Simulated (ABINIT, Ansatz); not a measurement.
Planning a run of ABINIT 10.8.3 on InF3 (R-3c). The input:

```
acell 3*1.0 Angstrom
rprim 
  2.602141182914 1.502346912402 4.907506134507
  -2.602141182914 1.502346912402 4.907506134507
  0.000000000000 -3.004693824873 4.907506134486
ntypat 2
znucl 49 9
natom 8
typat 1 1 2 2 2 2 2 2
xred 
  0.500000000000 0.500000000000 0.500000000000
  -0.000000000000 0.000000000000 0.000000000000
  0.395709220000 0.750000000000 0.104290780000
  0.750000000000 0.104290780000 0.395709220000
  0.895709220000 0.604290780000 0.250000000000
  0.250000000000 0.895709220000 0.604290780000
  0.604290780000 0.250000000000 0.895709220000
  0.104290780000 0.395709220000 0.750000000000
pp_dirpath "pseudos"
pseudos "In.upf, F.upf"
ecut 36
ngkpt 2 2 2
nshiftk 1
shiftk 0 0 0
kptopt 1
chksymbreak 0
iscf -2
irdden 1
istwfk *1
nband 106
nbdbuf 8
tolwfr 1e-09
nstep 60
prtvol 0
indata_prefix "in"
outdata_prefix "out"
tmpdata_prefix "tmp"
```

```sh
OMP_NUM_THREADS=1 mpirun -n 4 abinit run.abi > log
```

Q: How long will it take on 4 MPI ranks of Arm Neoverse V2, shared host, and how much memory?

It took 29 s; on shared hardware allow 14 s to 58 s. Peak host memory was 0.46 GiB.

[Paths, hosts, dates, memory and timing lines, banners, echoed tables and standing remarks are left out of the program output.]

[Logs are printed without paths, hosts, clocks, repeated set-up lines and the standing remarks that a program may print on its own settings, such as how far it seeks lower states.]

[Runs of the session that timed out or met a known fault of the program may be left out.]

[Hosts, paths, dates, database ids (printed as entryN), source tags and the programs' standing remarks are cut or masked in the printed files.]

[G0W0 gaps are taken among the corrected bands and points alone; a level outside them can change the order at an edge.]

[Where Ansatz stands beside ABINIT at settings called matched, ABINIT's density can come from a denser mesh and the files from another edition; pairs whose starting gaps differed by over 0.03 eV were left out, so agreement reads better than it is.]
